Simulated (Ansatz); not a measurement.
# Tl2PdF4, from a guessed structure to a relaxed one, part 2 of 2

This structure for Tl2PdF4 is made up. Its elements were placed in a known structure type with a cell scaled to their sizes. What cell does the guess relax to, and how far off was it?

Ansatz 0.2.0; DFT, PBEsol, plane-wave PAW, files of the set soft_1, scalar-relativistic, no spin, cell and ions relaxed at zero pressure; PAW set soft_1 (the session's first sound run).

So far: Set-up; Relaxing cell and atoms. The relaxed cell has a = 4.352, c = 13.171 Å (conventional setting).

## Step 3: Bands of the relaxed cell

A second self-consistent run takes a narrower smearing and the mesh shown in its input; the bands follow along the standard path of the relaxed lattice.

This step: DFT, PBEsol, plane-wave PAW, files of the set soft_1, scalar-relativistic, no spin, bands and density of states at the relaxed cell; PAW set soft_1 (Ansatz 0.2.0).

Input file input.yaml:

```yaml
crystal:
  lattice:
    - [-2.1759438894, 2.1759438894, 6.5854503627]
    - [2.1759438894, -2.1759438894, 6.5854503627]
    - [2.1759438894, 2.1759438894, -6.5854503627]
  atoms:
    - { symbol: Tl, position: [0.3587101164, 0.3587101164, 0.0] }
    - { symbol: Tl, position: [0.6412898836, 0.6412898836, 0.0] }
    - { symbol: Pd, position: [0.0, 0.0, 0.0] }
    - { symbol: F, position: [0.1552503834, 0.1552503834, 0.0] }
    - { symbol: F, position: [0.8447496166, 0.8447496166, 0.0] }
    - { symbol: F, position: [0.5, 0.0, 0.5] }
    - { symbol: F, position: [0.0, 0.5, 0.5] }
kpoints:
  mp_grid: { grid: [10, 10, 10] }
  band_path:
    path:
      - [[0.0, 0.0, 0.0], [-0.5, 0.5, 0.0], [-0.5, 0.5, -0.05458765], [-0.27729383, 0.27729383, -0.27729383], [0.0, 0.0, 0.0], [0.5, 0.5, -0.5], [0.27729383, 0.72270617, -0.72270617], [0.0, 0.5, -0.5], [-0.25, 0.75, -0.25], [0.05458765, 0.94541235, -0.5], [0.5, 0.5, -0.5]]
      - [[-0.5, 0.5, 0.0], [-0.25, 0.75, -0.25]]
    npoints: 7
scf:
  occupations: { method: fermi_dirac, width: 0.03 }
  n_extra_bands: 11
hamiltonian:
  xc: pbesol
  pseudopotentials: { kind: paw, azcp: { folder: soft_1 }, xc_functional: pbe }
output:
  forces: true
  stress: true
  write_bands: true
  dos: { projected: true }
  write_density: true
  write_potential: true
  elf: true
  volumetric_format: npy
```

The run is started by

```sh
$ ansatz run input.yaml --threads 4 --pin off --max-ram 10240MiB --backend cpu --events-out ev --progress --plain --runs-dir out
```

Numbers of over 12 decimals in the logs are rounded to 6 here.

Log:

```text
[...]
Crystal: 7 atoms, lattice volume = 124.721 Å³
Basis set: ecut = 420 eV, 2407 PW (Γ), exchange–correlation on 100×100×100 points (8 copies of the dense FFT grid, shifted against one another)
Bands: 47, of which v1, the nominal top of the filled ones, is band 36 counted from 1 (35 counted from 0)
Symmetry: 16 space group operations
[...]
k-points: 102 of 1000
[...]
SCF iter   1: F=—  HF=-32716.578560 eV  |F-HF|=—  |Δ(HF+E_count)|=         —  Δρ=2.20e-1  dr2=7.24e1  ethr=3.10e-3  ⟨swp⟩=6.7  Hψ=19101  notcnv=0  defer=25
[...]
SCF iter  11: F=-32702.701448 eV  HF=-32702.701448 eV  |F-HF|=1.72e-9  |Δ(HF+E_count)|=   3.16e-7  Δρ=5.17e-6  dr2=3.22e-8  ethr=1.39e-10  ⟨swp⟩=16.4  Hψ=35787  notcnv=0
SCF 1 converged in 11 iterations: F = -32702.701448 eV  dr2 = 3.22e-8
[...]
NSCF: frozen V_eff on 79 k-points
SCF converged after 11 iterations
Free energy (F): -32702.701448 eV
[...]
Internal energy: -32702.697690 eV  (E = F + TS)
E sigma→0 (E₀):  -32702.699569 eV
Entropy (-TS):   -0.003758 eV (-0.537 meV/atom)
Fermi energy:    7.633163 eV
[...]
--- Forces (eV/Å), atoms counted from 1 ---
  atom   1  Tl    -0.00000000     0.00000000    -0.01795973
  atom   2  Tl     0.00000000    -0.00000000     0.01795973
  atom   3  Pd     0.00000000     0.00000000     0.00000000
  atom   4  F      0.00000000     0.00000000     0.05983929
  atom   5  F      0.00000000    -0.00000000    -0.05983929
  atom   6  F      0.00000000     0.00000000     0.00000000
  atom   7  F      0.00000000    -0.00000000     0.00000000
  max |Σ_I F_I| component: 1.73e-18 eV/Å
--- Stress (GPa, compression-positive) ---
       -0.182392       0.000000      -0.000000
        0.000000      -0.182392      -0.000000
       -0.000000      -0.000000       0.410277
  P = ⅓ Tr σ = 0.0152 GPa (0.152 kbar)
--- Band table (eV; the first three rows and the last of 102) ---
  k-point 0: bands = [... 32 lower, 5.3003, 5.8786, 5.8786, 5.9160, 6.6507, 9.9363, 12.4458, 12.4458, ... 7 higher]
  k-point 1: bands = [... 32 lower, 5.4425, 5.9087, 5.9408, 6.2105, 6.8636, 10.0350, 12.0543, 12.0648, ... 7 higher]
  k-point 2: bands = [... 32 lower, 5.7494, 5.9864, 6.0536, 6.8934, 7.3381, 10.2546, 11.4486, 11.5157, ... 7 higher]
  k-point 101: bands = [... 32 lower, 5.3002, 5.9034, 5.9034, 5.9159, 7.2150, 10.7274, 12.1448, 12.5649, ... 7 higher]
```

Run time: 12 s. Hardware: 4 threads of Intel Xeon at 2.60GHz (Ice Lake), shared host; peak memory 0.86 GiB.

Reading the cycles: dr2 is the Hartree energy of the density residual (eV), the measure of convergence; HF is the Harris–Foulkes estimate of the energy, which meets the free energy F at convergence.

Numbers from this step:

```
free energy             : -32702.7014 eV
energy at zero smearing : -32702.6996 eV
smearing term TS        : 0.003758 eV
Fermi energy            : 7.633 eV
pressure                : 0.01516 GPa
```

bands.tsv at the labelled points (eV, zero at the Fermi level; the bands that come nearest the Fermi level along the path):

| point | band 33 | band 34 | band 35 | band 36 | band 37 | band 38 | band 39 | band 40 |
| --- | --- | --- | --- | --- | --- | --- | --- | --- |
| Γ | -2.33 | -1.75 | -1.75 | -1.72 | -0.98 | 2.30 | 4.81 | 4.81 |
| X | -1.45 | -1.37 | -1.26 | 0.58 | 0.90 | 2.37 | 2.98 | 3.44 |
| Y | -1.46 | -1.38 | -1.28 | 0.56 | 0.82 | 2.42 | 2.91 | 3.24 |
| S | -1.74 | -1.66 | -1.33 | -1.22 | 0.51 | 1.61 | 2.53 | 4.13 |
| Γ | -2.33 | -1.75 | -1.75 | -1.72 | -0.98 | 2.30 | 4.81 | 4.81 |
| Z | -2.33 | -1.73 | -1.73 | -1.72 | -0.42 | 3.09 | 4.51 | 4.93 |
| S1 | -1.74 | -1.66 | -1.33 | -1.22 | 0.51 | 1.61 | 2.53 | 4.13 |
| N | -1.75 | -1.64 | -1.33 | -1.22 | 0.62 | 1.81 | 2.09 | 4.27 |
| P | -1.41 | -1.41 | -1.25 | 0.58 | 0.90 | 2.57 | 2.57 | 4.18 |
| Y1 | -1.46 | -1.38 | -1.28 | 0.56 | 0.82 | 2.42 | 2.91 | 3.24 |
| Z | -2.33 | -1.73 | -1.73 | -1.72 | -0.42 | 3.09 | 4.51 | 4.93 |
| X | -1.45 | -1.37 | -1.26 | 0.58 | 0.90 | 2.37 | 2.98 | 3.44 |
| P | -1.41 | -1.41 | -1.25 | 0.58 | 0.90 | 2.57 | 2.57 | 4.18 |

Counts of states for the cell as run, both spins, by energy window (eV from the Fermi level):

```csv
from,to,total
-8,-7,1.39
-7,-6,7.69
-6,-5,4.87
-5,-4,10.13
-4,-3,2.39
-3,-2,1.86
-2,-1,6.48
-1,0,1.27
0,1,1.92
1,2,0.32
2,3,3.00
3,4,1.74
4,5,3.84
5,6,2.04
```

Below -8 eV lie 36.0 more states.

Force by atom:

```csv
atom,x (eV/Å),y (eV/Å),z (eV/Å),size
Tl1,0.0000,0.0000,-0.0180,0.0180
Tl2,0.0000,0.0000,0.0180,0.0180
Pd3,0.0000,0.0000,0.0000,0.0000
F4,0.0000,0.0000,0.0598,0.0598
F5,0.0000,0.0000,-0.0598,0.0598
F6,0.0000,0.0000,0.0000,0.0000
F7,0.0000,0.0000,0.0000,0.0000
```

Electrostatic potential energy in the ac plane of the conventional cell at fractional y = 0.000, with atoms of Tl and Pd and F within 0.2 Å of it. With pseudopotentials it is smooth inside the atoms' cores, unlike the true potential.

Values in eV, 24 rows by 14 columns, each cell a mean:
```
-39 -36 -20   1   7  -7 -26 -30 -19   3   6  -7 -30 -38
-13  -6   3   9  11  11   9   8  10  11  10   7  -1 -10
-16  -5   8  11  12  12  12  12  12  12  12  11   3 -12
-39 -29  -1  12  12  12  11  11  11  12  12   9 -15 -36
-20  -8   8  12  12  12  11  11  11  12  12  11   2 -15
  9  10  11  11  11  11  11  11  11  11  11  11  11  10
 -4  -1   5   8  10  11  11  11  11  10   9   7   2  -3
-34 -30 -17   0   7  10  11  11  11   9   5  -7 -25 -33
-33 -36 -29  -7   6  10  11  11  11   8   2 -18 -35 -34
-32 -29 -15   1   8  10  12  12  11  10   6  -5 -23 -31
 -2   1   5   9  10   9   1  -1   5  10  10   7   3  -1
  9   9  10  11   9 -13 -33 -36 -26   0  11  11  10   9
  8   8  10  11  10  -5 -26 -30 -18   4  11  10   9   8
-12  -7   1   7  10  11   9   8  10  11   9   5  -3 -10
-35 -34 -22  -2   7  10  11  12  11   9   4 -11 -29 -35
-34 -36 -29  -7   6  10  11  11  10   8   2 -17 -34 -35
-28 -23  -9   3   8  10  11  11  11   9   7  -1 -16 -26
  3   5   8   9  10  11  11  11  11  11  10   9   7   4
  6   9  11  12  12  11  11  11  11  11  12  11  11   8
-31 -19   4  12  12  12  11  11  11  12  12  11  -6 -27
-37 -26   1  12  12  12  11  11  11  12  12  10 -12 -33
 -6   2   9  11  12  12  12  12  12  12  11  10   7  -2
-25 -17  -2   7  10   9   2  -1   5  10   9   4  -9 -22
-39 -38 -26  -1   6 -14 -34 -36 -27  -2   5 -11 -34 -39
```
Columns run along a (4.4 Å; values clipped at the 3rd and 97th percentile), rows up along c (13.2 Å), edges of the conventional cell, whose origin can differ from the input's. Atoms in or near the plane, at fractional coordinates: Tl at (0.00, 0.36), Tl at (0.00, 0.64), Pd at (0.00, 0.00), F at (0.00, 0.16), F at (0.00, 0.84), F at (0.50, 0.50), F at (0.50, 0.00).

Valence density in the ac plane of the conventional cell at fractional y = 0.000, with atoms of Tl and Pd and F within 0.2 Å of it. It is the smooth field of the valence electrons, not physical close to the nuclei.

Values in e/Å³, 24 rows by 14 columns, each cell a mean:
```
11  7  2  1  0  2  5  7  3  1  0  1  4  9
 1  1  0  0  0  0  0  1  0  0  0  0  1  1
 3  2  0  0  0  0  0  0  0  0  0  0  1  2
12  6  1  0  0  0  0  0  0  0  0  1  3  9
 4  2  1  0  0  0  0  0  0  0  0  0  1  3
 0  0  0  0  0  0  0  0  0  0  0  0  0  0
 1  0  0  0  0  0  0  0  0  0  0  0  0  1
 4  3  1  0  0  0  0  0  0  0  0  1  2  3
 6  5  2  1  0  0  0  0  0  0  0  1  3  5
 3  2  1  0  0  0  0  0  0  0  0  1  2  3
 1  0  0  0  0  0  1  1  1  0  0  0  0  0
 0  0  0  0  0  2  8 10  5  1  0  0  0  0
 0  0  0  0  0  2  5  7  3  1  0  0  0  0
 1  1  0  0  0  0  0  1  0  0  0  0  1  1
 4  3  2  1  0  0  0  0  0  0  0  1  2  4
 6  4  2  1  0  0  0  0  0  0  0  1  3  5
 2  2  1  0  0  0  0  0  0  0  0  0  1  2
 0  0  0  0  0  0  0  0  0  0  0  0  0  0
 1  0  0  0  0  0  0  0  0  0  0  0  0  0
 7  4  1  0  0  0  0  0  0  0  0  0  2  5
10  5  1  0  0  0  0  0  0  0  0  0  2  7
 1  1  0  0  0  0  0  0  0  0  0  0  1  1
 3  2  1  0  0  0  1  1  1  0  0  0  1  3
14  9  3  1  1  2  8 10  5  1  0  1  5 12
```
Columns run along a (4.4 Å), rows up along c (13.2 Å), edges of the conventional cell, whose origin can differ from the input's. Atoms in or near the plane, at fractional coordinates: Tl at (0.00, 0.36), Tl at (0.00, 0.64), Pd at (0.00, 0.00), F at (0.00, 0.16), F at (0.00, 0.84), F at (0.50, 0.50), F at (0.50, 0.00).

ELF in the ac plane of the conventional cell at fractional y = 0.000, with atoms of Tl and Pd and F within 0.2 Å of it. It is the smooth field of the valence electrons, not physical close to the nuclei.

Ten even steps from '0' (0.01) to '9' (0.79), each cell a mean:
```
34423899962354
23211366520133
77520000001367
79951000003798
99741000002689
32110000000123
33331000012333
23554100024542
11453100024520
23431112112443
44212688741134
11016998994001
21015999983012
54311366521244
12442000013531
11454100024520
34543100024554
22221000001222
54310000000245
89851000002799
79851000002798
65310012100245
23311588731233
24424988972343
```
Columns run along a (4.4 Å), rows up along c (13.2 Å), edges of the conventional cell, whose origin can differ from the input's. Atoms in or near the plane, at fractional coordinates: Tl at (0.00, 0.36), Tl at (0.00, 0.64), Pd at (0.00, 0.00), F at (0.00, 0.16), F at (0.00, 0.84), F at (0.50, 0.50), F at (0.50, 0.00).

## Step 4: Summary of results

```yaml
space_group_relaxed: I4/mmm
conventional_cell: a = 4.352, b = 4.352, c = 13.171 Å; α = 90.0°, β = 90.0°, γ = 90.0°
volume_per_atom: 17.82 Å³ (guess 15.14)
```

What this shows: Tl2PdF4 relaxes to I4/mmm with a = 4.352, b = 4.352 and c = 13.171 Å. The guessed volume was 15 % too small. The space group I4/mmm was held in the relaxation, so the end point is a stationary structure within it and may be a saddle against distortions or other arrangements. Bands cross the Fermi level, so it is a metal or semimetal at this level. On the 10×10×10 mesh with the narrower smearing (relaxed on 9×9×9) the largest force component is 0.060 eV/Å and the largest stress component is 0.410 GPa, against the relaxation's thresholds of 0.015 eV/Å and 0.05 GPa. The cutoff wasn't tested. Spin-orbit coupling is left out, which can matter for elements this heavy. No dispersion term is used, so weakly bound directions may come out too long. The runs have no spin, and magnetism wasn't tested. Nothing here tests whether the compound is stable against decomposition.

[Logs are printed without paths, hosts, clocks, repeated set-up lines and the standing remarks that a program may print on its own settings, such as how far it seeks lower states.]

[Hosts, paths, dates, database ids (printed as entryN), source tags and the programs' standing remarks are cut or masked in the printed files.]
